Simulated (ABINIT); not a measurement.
# Quasiparticle gap of CdS (Hawleyite) in ABINIT, part 2 of 3

Aim: the G0W0 gap of CdS (Hawleyite) on PBE, step by step.

ABINIT 10.8.3; PBE and many-body steps on it, plane waves. Known limits of the many-body steps: short of the basis limit; no spin-orbit coupling; coarse k mesh.

So far. Step 2 (Ground state): The gap is direct, at Γ.

### Step 3. Bands along the symmetry lines

Level of this step: DFT, PBE, plane waves, norm-conserving pseudopotentials (ABINIT).

The cheap functional maps the bands first; the places of the edges decide which points the dearer methods must see.

File run.abi:

```
acell 3*1.0 Angstrom
rprim 
  -0.000000000000 2.916500000000 2.916500000000
  2.916500000000 -0.000000000000 2.916500000000
  2.916500000000 2.916500000000 -0.000000000000
ntypat 2
znucl 48 16
natom 2
typat 1 2
xred 
  0.000000000000 0.000000000000 0.000000000000
  0.250000000000 0.250000000000 0.250000000000
pp_dirpath "pseudos"
pseudos "Cd.upf, S.upf"
ecut 47
iscf -2
irdden 1
kptopt 0
nkpt 50
kpt 
  0.00000000 0.00000000 0.00000000
  -0.06250000 -0.06250000 0.00000000
  -0.12500000 -0.12500000 0.00000000
  -0.18750000 -0.18750000 0.00000000
  -0.25000000 -0.25000000 0.00000000
  -0.31250000 -0.31250000 0.00000000
  -0.37500000 -0.37500000 0.00000000
  -0.43750000 -0.43750000 0.00000000
  -0.50000000 -0.50000000 0.00000000
  -0.48437500 -0.48437500 0.03125000
  -0.46875000 -0.46875000 0.06250000
  -0.45312500 -0.45312500 0.09375000
  -0.43750000 -0.43750000 0.12500000
  -0.42187500 -0.42187500 0.15625000
  -0.40625000 -0.40625000 0.18750000
  -0.39062500 -0.39062500 0.21875000
  -0.37500000 -0.37500000 0.25000000
  -0.37500000 0.00000000 0.37500000
  -0.32812500 0.00000000 0.32812500
  -0.28125000 0.00000000 0.28125000
  -0.23437500 0.00000000 0.23437500
  -0.18750000 0.00000000 0.18750000
  -0.14062500 0.00000000 0.14062500
  -0.09375000 0.00000000 0.09375000
  -0.04687500 0.00000000 0.04687500
  0.00000000 0.00000000 0.00000000
  0.00000000 0.00000000 0.06250000
  0.00000000 0.00000000 0.12500000
  0.00000000 0.00000000 0.18750000
  0.00000000 0.00000000 0.25000000
  0.00000000 0.00000000 0.31250000
  0.00000000 0.00000000 0.37500000
  0.00000000 0.00000000 0.43750000
  0.00000000 0.00000000 0.50000000
  -0.06250000 -0.03125000 0.46875000
  -0.12500000 -0.06250000 0.43750000
  -0.18750000 -0.09375000 0.40625000
  -0.25000000 -0.12500000 0.37500000
  -0.31250000 -0.15625000 0.34375000
  -0.37500000 -0.18750000 0.31250000
  -0.43750000 -0.21875000 0.28125000
  -0.50000000 -0.25000000 0.25000000
  -0.50000000 -0.28125000 0.21875000
  -0.50000000 -0.31250000 0.18750000
  -0.50000000 -0.34375000 0.15625000
  -0.50000000 -0.37500000 0.12500000
  -0.50000000 -0.40625000 0.09375000
  -0.50000000 -0.43750000 0.06250000
  -0.50000000 -0.46875000 0.03125000
  -0.50000000 -0.50000000 0.00000000
istwfk *1
nband 20
nbdbuf 2
tolwfr 1e-08
nstep 40
prtwf 0
prtvol 0
indata_prefix "in"
outdata_prefix "out"
tmpdata_prefix "tmp"
```

The run is started by

```sh
OMP_NUM_THREADS=1 mpirun -n 4 abinit run.abi > log
```

Output:

```text
.Version 10.8.3 of ABINIT. v10.8.2 released Aug 2026.

 Symmetries : space group F-4 3 m (#216); Bravais cF (face-center cubic)
[... echo of the input left out ...]
== DATASET  1 ==================================================================
-   mpi_nproc: 4, omp_nthreads: 1 (-1 if OMP is not activated)

--- !DatasetInfo
iteration_state: {dtset: 1, }
dimensions: {natom: 2, nkpt: 50, mband: 20, nsppol: 1, nspinor: 1, nspden: 1, mpw: 5180, }
cutoff_energies: {ecut:  47.0, pawecutdg:  -1.0, }
electrons: {nelect:   2.60000000E+01, charge:   0.00000000E+00, occopt:   1.00000000E+00, tsmear:   1.00000000E-02, }

 Real(R)+Recip(G) space primitive vectors, cartesian coordinates (Bohr,Bohr^-1):
 R(1)=  0.0000000  5.5113862  5.5113862  G(1)= -0.0907213  0.0907213  0.0907213
 R(2)=  5.5113862  0.0000000  5.5113862  G(2)=  0.0907213 -0.0907213  0.0907213
 R(3)=  5.5113862  5.5113862  0.0000000  G(3)=  0.0907213  0.0907213 -0.0907213
 Unit cell volume ucvol=  3.3482088E+02 bohr^3
 Angles (23,13,12)=  6.00000000E+01  6.00000000E+01  6.00000000E+01 degrees

 getcut: wavevector=  0.0000  0.0000  0.0000  ngfft=  50  50  50
         ecut(hartree)=     47.000   => boxcut(ratio)=   2.07948

--- Pseudopotential description ------------------------------------------------
- Cd Generated using ONCVPSP code by D. R. Hamann
- 48.00000  20.00000  171031                  znucl, zion, pspdat
12 -101130 2 -1 1368                          pspcod,pspxc,lmax,lloc,mmax
     nproj     2     2     2
  pspatm : epsatm=   23.16453630
         --- l  ekb(1:nproj) -->
             0   51.917189    3.534234
             1    8.636196    1.282240
             2    0.687672   -0.678465
 pspatm: atomic psp has been read  and splines computed

- S Generated using ONCVPSP code by D. R. Hamann
- 16.00000   6.00000  171031                  znucl, zion, pspdat
12 -101130 2 -1 1146                          pspcod,pspxc,lmax,lloc,mmax
     nproj     2     2     2
  pspatm : epsatm=    9.01821529
         --- l  ekb(1:nproj) -->
[...]
pspatm: atomic psp has been read  and splines computed

--------------------------------------------------------------------------------

================================================================================
 prteigrs : about to open file out_EIG
 Non-SCF case, kpt    1 (  0.00000  0.00000  0.00000), residuals and eigenvalues=
  2.71E-09  8.13E-10  6.41E-09  9.42E-09  9.50E-09  1.53E-09  2.58E-09  6.69E-09
  1.68E-09  7.04E-09  1.61E-09  3.16E-09  8.68E-09  4.34E-09  2.24E-09  2.33E-09
  3.32E-09  9.32E-09  1.44E-08  6.84E-09
 -3.5644E+00 -2.1335E+00 -2.1335E+00 -2.1335E+00 -2.9393E-01 -1.2336E-01
 -1.2336E-01 -1.2336E-01 -1.0576E-01 -1.0576E-01  1.6045E-01  1.6045E-01
  1.6045E-01  2.0252E-01  4.0047E-01  4.0047E-01  4.0047E-01  5.7871E-01
  5.7871E-01  5.8125E-01
 Non-SCF case, kpt    2 ( -0.06250 -0.06250  0.00000), residuals and eigenvalues=
[...]
8.63E-09  9.21E-09  5.08E-07  7.14E-09
[...]
5.7949E-01  5.9359E-01
 Non-SCF case, kpt    3 ( -0.12500 -0.12500  0.00000), residuals and eigenvalues=
[...]
9.82E-09  5.91E-09  7.00E-07  2.45E-05
[...]
5.8178E-01  6.2573E-01
[...]
Non-SCF case, kpt   49 ( -0.50000 -0.46875  0.03125), residuals and eigenvalues=
[...]
6.0945E-01  6.4764E-01
 Non-SCF case, kpt   50 ( -0.50000 -0.50000  0.00000), residuals and eigenvalues=
[...]
-1.1053E-01 -1.1053E-01 -1.0256E-01 -8.9412E-02  1.5419E-02  9.1543E-02
  9.1543E-02  2.9122E-01  3.2049E-01  4.9848E-01  5.5635E-01  5.5635E-01
  6.0497E-01  6.4777E-01

--- !ResultsGS
iteration_state: {dtset: 1, }
comment   : Summary of ground state results
lattice_vectors:
- [ -0.0000000,   5.5113862,   5.5113862, ]
- [  5.5113862,  -0.0000000,   5.5113862, ]
- [  5.5113862,   5.5113862,  -0.0000000, ]
lattice_lengths: [   7.79428,    7.79428,    7.79428, ]
lattice_angles: [ 60.000,  60.000,  60.000, ] # degrees, (23, 13, 12)
lattice_volume:   3.3482088E+02
convergence: {deltae:  0.000E+00, res2:  0.000E+00, residm:  9.999E-09, diffor:  0.000E+00, }
etotal    :  -1.86417562E+02
entropy   :   0.00000000E+00
fermie    :   1.60449132E-01
cartesian_stress_tensor: null
pressure_GPa: null
xred      :
- [  0.0000E+00,   0.0000E+00,   0.0000E+00, Cd]
- [  2.5000E-01,   2.5000E-01,   2.5000E-01,  S]
cartesian_forces: null
force_length_stats: {min: null, max: null, mean: null, }

 Integrated electronic density in atomic spheres:
 ------------------------------------------------
 Atom  Sphere_radius  Integrated_density
[...]
================================================================================

 ----iterations are completed or convergence reached----

 Mean square residual over all n,k,spin=   49.830E-10; max=  99.989E-10
 reduced coordinates (array xred) for    2 atoms
       0.000000      0.000000      0.000000
       0.250000      0.250000      0.250000

 cartesian coordinates (angstrom) at end:
[...]
length scales=  1.889726  1.889726  1.889726 bohr
              =  1.000000  1.000000  1.000000 angstroms
 prteigrs : about to open file out_EIG
 Eigenvalues (hartree) for nkpt=  50  k points:
 kpt#   1, nband= 20, wtk=  1.00000, kpt=  0.0000  0.0000  0.0000 (reduced coord)
[...]
kpt#   2, nband= 20, wtk=  1.00000, kpt= -0.0625 -0.0625  0.0000 (reduced coord)
[...]
kpt#   3, nband= 20, wtk=  1.00000, kpt= -0.1250 -0.1250  0.0000 (reduced coord)
[...]
kpt#  49, nband= 20, wtk=  1.00000, kpt= -0.5000 -0.4687  0.0313 (reduced coord)
[...]
0.54874    0.55682    0.60945    0.64764
 kpt#  50, nband= 20, wtk=  1.00000, kpt= -0.5000 -0.5000  0.0000 (reduced coord)
  -3.56438   -2.13353   -2.13352   -2.13352   -0.27338   -0.11552   -0.11053   -0.11053
  -0.10256   -0.08941    0.01542    0.09154    0.09154    0.29122    0.32049    0.49848
   0.55635    0.55635    0.60497    0.64777

== END DATASET(S) ==============================================================
================================================================================

 -outvars: echo values of variables after computation  --------
            nband          20
             nkpt          50
          spgroup         216
 [... the other variables as echoed above ...]

 Calculation completed.
```

Run time: 19 s. Hardware: 4 MPI ranks of Intel Xeon 6975P-C (Granite Rapids), shared host; peak memory 0.38 GiB; 73 s of CPU time.

Numbers from this step:

```yaml
gap: 1.145 eV
k_of_the_valence_top: 0, 0, 0
k_of_the_conduction_bottom: 0, 0, 0
least_direct_gap: 1.145 eV
```

The gap is 1.145 eV, as in the run before at this level.

The electronic bands at the labelled points (eV, zero at the top of the highest filled band):

| point | band 10 | band 11 | band 12 | band 13 | band 14 | band 15 | band 16 | band 17 |
| --- | --- | --- | --- | --- | --- | --- | --- | --- |
| Γ | -7.24 | 0.00 | 0.00 | 0.00 | 1.14 | 6.53 | 6.53 | 6.53 |
| halfway | -7.20 | -2.31 | -1.02 | -1.02 | 3.59 | 4.82 | 8.12 | 8.12 |
| X | -6.80 | -3.95 | -1.88 | -1.88 | 3.56 | 4.35 | 9.20 | 10.77 |
| halfway | -6.74 | -3.94 | -2.15 | -1.78 | 3.85 | 4.66 | 8.94 | 10.01 |
| U | -6.67 | -3.93 | -2.53 | -1.52 | 4.24 | 5.45 | 8.48 | 9.01 |
| jump to K | -6.67 | -3.93 | -2.53 | -1.52 | 4.24 | 5.45 | 8.48 | 9.01 |
| halfway | -7.19 | -2.75 | -1.36 | -0.42 | 3.61 | 6.10 | 6.75 | 7.27 |
| Γ | -7.24 | 0.00 | 0.00 | 0.00 | 1.14 | 6.53 | 6.53 | 6.53 |
| halfway | -7.24 | -2.49 | -0.40 | -0.40 | 2.78 | 6.28 | 7.03 | 7.03 |
| L | -6.86 | -4.39 | -0.75 | -0.75 | 3.01 | 7.00 | 7.00 | 7.46 |
| halfway | -6.75 | -4.11 | -1.93 | -1.22 | 4.38 | 5.81 | 7.21 | 8.35 |
| W | -6.61 | -3.89 | -2.26 | -2.18 | 5.42 | 5.43 | 7.23 | 8.04 |
| halfway | -6.70 | -3.92 | -2.08 | -2.03 | 4.26 | 4.83 | 8.67 | 8.94 |
| X | -6.80 | -3.95 | -1.88 | -1.88 | 3.56 | 4.35 | 9.20 | 10.77 |

### Step 4. Empty states on the mesh, 4×4×4 mesh, 101 bands

The sums over transitions need many empty states on a uniform mesh; this step solves for them.

File run.abi:

```
acell 3*1.0 Angstrom
rprim 
  -0.000000000000 2.916500000000 2.916500000000
  2.916500000000 -0.000000000000 2.916500000000
  2.916500000000 2.916500000000 -0.000000000000
ntypat 2
znucl 48 16
natom 2
typat 1 2
xred 
  0.000000000000 0.000000000000 0.000000000000
  0.250000000000 0.250000000000 0.250000000000
pp_dirpath "pseudos"
pseudos "Cd.upf, S.upf"
ecut 47
ngkpt 4 4 4
nshiftk 1
shiftk 0 0 0
kptopt 1
chksymbreak 0
iscf -2
irdden 1
istwfk *1
nband 101
nbdbuf 8
tolwfr 1e-09
nstep 60
prtvol 0
indata_prefix "in"
outdata_prefix "out"
tmpdata_prefix "tmp"
```

Output:

```text
.Version 10.8.3 of ABINIT. v10.8.2 released Aug 2026.

 Symmetries : space group F-4 3 m (#216); Bravais cF (face-center cubic)
[... echo of the input left out ...]
== DATASET  1 ==================================================================
-   mpi_nproc: 4, omp_nthreads: 1 (-1 if OMP is not activated)

--- !DatasetInfo
iteration_state: {dtset: 1, }
dimensions: {natom: 2, nkpt: 8, mband: 101, nsppol: 1, nspinor: 1, nspden: 1, mpw: 5180, }
cutoff_energies: {ecut:  47.0, pawecutdg:  -1.0, }
electrons: {nelect:   2.60000000E+01, charge:   0.00000000E+00, occopt:   1.00000000E+00, tsmear:   1.00000000E-02, }

 Real(R)+Recip(G) space primitive vectors, cartesian coordinates (Bohr,Bohr^-1):
 R(1)=  0.0000000  5.5113862  5.5113862  G(1)= -0.0907213  0.0907213  0.0907213
 R(2)=  5.5113862  0.0000000  5.5113862  G(2)=  0.0907213 -0.0907213  0.0907213
 R(3)=  5.5113862  5.5113862  0.0000000  G(3)=  0.0907213  0.0907213 -0.0907213
 Unit cell volume ucvol=  3.3482088E+02 bohr^3
 Angles (23,13,12)=  6.00000000E+01  6.00000000E+01  6.00000000E+01 degrees

 getcut: wavevector=  0.0000  0.0000  0.0000  ngfft=  50  50  50
         ecut(hartree)=     47.000   => boxcut(ratio)=   2.07948

--- Pseudopotential description ------------------------------------------------
- Cd Generated using ONCVPSP code by D. R. Hamann
- 48.00000  20.00000  171031                  znucl, zion, pspdat
12 -101130 2 -1 1368                          pspcod,pspxc,lmax,lloc,mmax
     nproj     2     2     2
  pspatm : epsatm=   23.16453630
         --- l  ekb(1:nproj) -->
             0   51.917189    3.534234
             1    8.636196    1.282240
             2    0.687672   -0.678465
 pspatm: atomic psp has been read  and splines computed

- S Generated using ONCVPSP code by D. R. Hamann
- 16.00000   6.00000  171031                  znucl, zion, pspdat
12 -101130 2 -1 1146                          pspcod,pspxc,lmax,lloc,mmax
     nproj     2     2     2
  pspatm : epsatm=    9.01821529
         --- l  ekb(1:nproj) -->
[...]
pspatm: atomic psp has been read  and splines computed

--------------------------------------------------------------------------------

================================================================================
 prteigrs : about to open file out_EIG
 Non-SCF case, kpt    1 (  0.00000  0.00000  0.00000), residuals and eigenvalues=
  7.91E-10  2.81E-10  8.30E-10  5.43E-10  1.25E-10  1.83E-10  2.82E-10  8.88E-10
  2.68E-10  4.37E-10  1.26E-10  4.03E-10  2.92E-10  6.59E-10  1.40E-10  6.82E-10
  8.43E-10  1.00E-10  2.14E-10  1.73E-10  1.35E-10  2.38E-10  7.63E-10  7.23E-10
[...]
3.05E-04  1.24E-04  1.20E-04  5.92E-05  1.53E-04
 -3.5644E+00 -2.1335E+00 -2.1335E+00 -2.1335E+00 -2.9393E-01 -1.2336E-01
 -1.2336E-01 -1.2336E-01 -1.0576E-01 -1.0576E-01  1.6045E-01  1.6045E-01
  1.6045E-01  2.0252E-01  4.0047E-01  4.0047E-01  4.0047E-01  5.7871E-01
[...]
2.7451E+00  2.7451E+00  2.8131E+00  2.8131E+00  2.8131E+00  2.8699E+00
  2.8699E+00  2.8699E+00  2.9054E+00  2.9054E+00  3.0716E+00  3.0721E+00
  3.0746E+00  3.0862E+00  3.0868E+00  3.0888E+00  3.0892E+00
 prteigrs : prtvol=0 or 1, do not print more k-points.

--- !ResultsGS
iteration_state: {dtset: 1, }
comment   : Summary of ground state results
lattice_vectors:
- [ -0.0000000,   5.5113862,   5.5113862, ]
- [  5.5113862,  -0.0000000,   5.5113862, ]
- [  5.5113862,   5.5113862,  -0.0000000, ]
lattice_lengths: [   7.79428,    7.79428,    7.79428, ]
lattice_angles: [ 60.000,  60.000,  60.000, ] # degrees, (23, 13, 12)
lattice_volume:   3.3482088E+02
convergence: {deltae:  0.000E+00, res2:  0.000E+00, residm:  9.954E-10, diffor:  0.000E+00, }
etotal    :  -1.86417562E+02
entropy   :   0.00000000E+00
fermie    :   1.60449132E-01
cartesian_stress_tensor: null
pressure_GPa: null
xred      :
- [  0.0000E+00,   0.0000E+00,   0.0000E+00, Cd]
- [  2.5000E-01,   2.5000E-01,   2.5000E-01,  S]
cartesian_forces: null
force_length_stats: {min: null, max: null, mean: null, }

 Integrated electronic density in atomic spheres:
 ------------------------------------------------
 Atom  Sphere_radius  Integrated_density
[...]
================================================================================

 ----iterations are completed or convergence reached----

 Mean square residual over all n,k,spin=   41.103E-11; max=  99.541E-11
 reduced coordinates (array xred) for    2 atoms
       0.000000      0.000000      0.000000
       0.250000      0.250000      0.250000

 cartesian coordinates (angstrom) at end:
    1      0.000000     0.000000     0.000000
    2      1.458250     1.458250     1.458250
 length scales=  1.889726  1.889726  1.889726 bohr
              =  1.000000  1.000000  1.000000 angstroms
 prteigrs : about to open file out_EIG
 Eigenvalues (hartree) for nkpt=   8  k points:
 kpt#   1, nband=101, wtk=  0.01563, kpt=  0.0000  0.0000  0.0000 (reduced coord)
[...]
2.70289    2.71635    2.71635    2.71635    2.74511    2.74511    2.81310    2.81310
   2.81310    2.86990    2.86990    2.86990    2.90539    2.90539    3.07161    3.07212
   3.07455    3.08616    3.08677    3.08878    3.08921
 prteigrs : prtvol=0 or 1, do not print more k-points.

== END DATASET(S) ==============================================================
================================================================================

 -outvars: echo values of variables after computation  --------
            nband         101
             nkpt           8
          spgroup         216
 [... the other variables as echoed above ...]

 Calculation completed.
```

It took 26 s on 4 MPI ranks; peak memory 0.39 GiB.

Numbers from this step:

| Property | Result |
| --- | --- |
| gap | 1.145 eV |
| k of the valence top | 0, 0, 0 |
| k of the conduction bottom | 0, 0, 0 |
| least direct gap | 1.145 eV |
| k points computed | 8 |
| lowest point of the top converged band, above the valence top | 71.3836 eV |

On this mesh the gap is 1.145 eV.

### Step 5. Screening, 4×4×4 mesh, 93 bands, screening to 136.1 eV

The RPA dielectric matrix is built and inverted for each q.

This step: RPA screening on PBE, plane waves, norm-conserving pseudopotentials.

Changes to run.abi since step 4:

```diff
@@ -20,10 +20,11 @@
 chksymbreak 0
-iscf -2
-irdden 1
 istwfk *1
-nband 101
-nbdbuf 8
-tolwfr 1e-09
-nstep 60
-prtvol 0
+occopt 1
+irdwfk 1
+optdriver 3
+nband 93
+ecuteps 5
+inclvkb 2
+awtr 1
+symchi 1
 indata_prefix "in"
```

Output:

```text
.Version 10.8.3 of ABINIT. v10.8.2 released Aug 2026.

 Symmetries : space group F-4 3 m (#216); Bravais cF (face-center cubic)
[... echo of the input left out ...]
== DATASET  1 ==================================================================
-   mpi_nproc: 4, omp_nthreads: 1 (-1 if OMP is not activated)

--- !DatasetInfo
iteration_state: {dtset: 1, }
dimensions: {natom: 2, nkpt: 8, mband: 93, nsppol: 1, nspinor: 1, nspden: 1, mpw: 5180, }
cutoff_energies: {ecut:  47.0, pawecutdg:  -1.0, }
electrons: {nelect:   2.60000000E+01, charge:   0.00000000E+00, occopt:   1.00000000E+00, tsmear:   1.00000000E-02, }

 SCREENING: Calculation of the susceptibility and dielectric matrices

 Based on a program developped by R.W. Godby, V. Olevano, G. Onida, and L. Reining.
 Incorporated in ABINIT by V. Olevano, G.-M. Rignanese, and M. Torrent.
.Using double precision arithmetic ; gwpc =  8

[... cell and pseudopotentials left out ...]
--------------------------------------------------------------------------------

 ==== K-mesh for the wavefunctions ====
 Number of points in the irreducible wedge :     8
[... list of points left out ...]
 Together with 24 symmetry operations and time-reversal symmetry
 yields    64 points in the full Brillouin Zone.

 ==== Q-mesh for the screening function ====
 Number of points in the irreducible wedge :     8
[... list of points left out ...]
 Together with 24 symmetry operations and time-reversal symmetry
 yields    64 points in the full Brillouin Zone.

 setmesh: FFT mesh size selected  =    32x   32x   32
          total number of points  =        32768

 vcoul_init : cutoff-mode = AUXILIARY_FUNCTION
 q-points for optical limit:   1
     1)      0.000010    0.000020    0.000030

- screening: taking advantage of time-reversal symmetry
- Maximum band index for partially occupied states nbvw = 13
- Remaining bands to be divided among processors   nbcw = 80
- Number of bands treated by each node ~20

 Number of electrons calculated from density =   26.0000; Expected =   26.0000
 average of density, n =  0.077653
 r_s =    1.4541
 omega_plasma =   26.8804 [eV]

 calculating chi0 at frequencies [eV] :
  1    0.000000E+00    0.000000E+00
  2    0.000000E+00    2.688042E+01

--------------------------------------------------------------------------------
  q-point number  1        q = ( 0.000000, 0.000000, 0.000000) [r.l.u.]
--------------------------------------------------------------------------------
[... chi0 elements left out ...]
 For q-point:  0.000010 0.000020 0.000030
  dielectric constant =  11.0725
  dielectric constant without local fields =  11.7725

  Average fulfillment of the sum rule on Im[epsilon] for q-point    1 :     59.28  [%]
[... wings left out ...]
  q-point number  2        q = ( 0.250000, 0.000000, 0.000000) [r.l.u.]
--------------------------------------------------------------------------------
[... chi0 elements left out ...]
  Average fulfillment of the sum rule on Im[epsilon] for q-point    2 :     72.51  [%]

 [... 6 further q-points ...]
```

It took 19 s on 4 MPI ranks; peak memory 1 GiB; 73 s of CPU time.

Read from the output:

```yaml
eps_infinity_with_local_fields_on_this_mesh: 11.07
eps_infinity_without_local_fields_on_this_mesh: 11.77
plasma_frequency: 26.88 eV
plane_waves_in_the_screening_matrix: 169
```

Local fields lower ε∞ by 6 %. On a Γ-centred mesh this coarse the value itself is usually too large, while a short band sum pulls it down.

[end of part 2 of 3]

[Long decimals in the printed logs are rounded to 6 places.]

[Logs are printed without paths, hosts, clocks, repeated set-up lines and the standing remarks that a program may print on its own settings, such as how far it seeks lower states.]

[Paths, hosts, dates, memory and timing lines, banners, echoed tables and standing remarks are left out of the program output; an Ansatz launch command may be rebuilt from the run's recorded settings. Measured values are a selection of at most five: reports struck by readers or far from the other reports are left out. None is set beside runs whose start may be inverted or whose files or cutoffs have a known fault.]

[Runs of the session that timed out or met a known fault of the program may be left out.]

[Hosts, paths, dates, database ids (printed as entryN), source tags and the programs' standing remarks are cut or masked in the printed files.]

[G0W0 gaps are taken among the corrected bands and points alone; a level outside them can change the order at an edge.]

[Where Ansatz stands beside ABINIT at settings called matched, ABINIT's density can come from a denser mesh and the files from another edition; pairs whose starting gaps differed by over 0.03 eV were left out, so agreement reads better than it is.]
